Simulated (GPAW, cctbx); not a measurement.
# By hand: from a DFT structure factor to an extinction distance in (CdS)3(MgSe)3

(CdS)3(MgSe)3, Pmm2 (no. 25), a = 4.2044 Å, b = 4.2064 Å, c = 17.8256 Å, α = 90.00°, β = 90.00°, γ = 90.00°.

```
atom  mult.    x    y       z
 Cd1      1    0    0  0.9938
 Cd2      1  1/2  1/2  0.8290
 Cd3      1    0    0  0.6641
 Se1      1  1/2    0  0.4228
 Se2      1    0  1/2  0.2530
 Se3      1  1/2    0  0.0846
  S1      1    0  1/2  0.9113
  S2      1  1/2    0  0.7465
  S3      1    0  1/2  0.5814
 Mg1      1  1/2  1/2  0.5072
 Mg2      1    0    0  0.3382
 Mg3      1  1/2  1/2  0.1683
```

The cell is a (CdS)3(MgSe)3 superlattice along [001] of the zinc-blende type, started at the mean lattice constant and relaxed freely, with no substrate.

A DFT run (GPAW, PBE, 450 eV, 6×6×2 k-points (along the axes of the calculation cell), Fermi–Dirac width 0.05 eV) gives the static X-ray structure factor of 010 as 50.589 e for the conventional cell; superposed free atoms give 50.693 e. **Problem.** Find the Fourier component V of the crystal potential and the two-beam extinction distance at 120 kV in both cases.

## Step 1: Geometry

The cell volume is Ω = 315.25 Å³ and d(010) = 4.2064 Å, so g = 1/d = 0.2377 Å⁻¹.

## Step 2: The nuclei

Electrons feel nuclei as well as electrons, so the nuclear charges are summed with the same phases.

Phase sums Σ exp(2πi h·x), turned so that the total is real and positive: Cd +1.000, Se +1.000, S -1.000, Mg -1.000. Then F_Z = 48 × (+1.000) + 34 × (+1.000) + 16 × (-1.000) + 12 × (-1.000) = 54.00 e. The electron term has the same sign for this reflection.

## Step 3: Mott–Bethe

Poisson's equation, term by term, gives V = (e/4πε₀)(F_Z − F)/(πΩg²), with e/4πε₀ = 14.3996 V Å.

The prefactor is 14.3996 × 4.2064²/(π × 315.25) = 0.25726 V per electron. Free atoms: (54.00 − 50.693) × 0.25726 = 0.851 V. Crystal: (54.00 − 50.589) × 0.25726 = 0.878 V. F changes by -0.21 % and V by +3.1 %: the same 0.10 e is measured against F_Z − F = 3.3 e in place of F = 50.7 e.

## Step 4: Extinction distance

In the two-beam case ξ = 1/(λU) with U = 2γm₀eV/h², that is ξ = 150.41 V Å²/(γλV).

At 120 kV, λ = 0.03349 Å and γ = 1.2348. Free atoms: ξ = 4275 Å. Crystal: ξ = 4145 Å. The thickness fringes go as sin²(πt/ξ), so the two patterns slip by a quarter of a period when t|1/ξ₁ − 1/ξ₀| = 1/4, at t ≈ 3398 nm, thicker than usual samples. Thermal motion, absorption and many-beam coupling, left out here, change a real pattern.

## Step 5: Answer

V(010) is 0.88 V against 0.85 V, and ξ is 4145 against 4275 Å. Limits: static atoms, two beams.

[Outputs are excerpts: Python notices, other lines and further rows are left out; steps that failed or that the build refused (PBEsol, TPSS) are not shown.]

[Logs are printed without paths, hosts, clocks, repeated set-up lines and the standing remarks that a program may print on its own settings, such as how far it seeks lower states.]
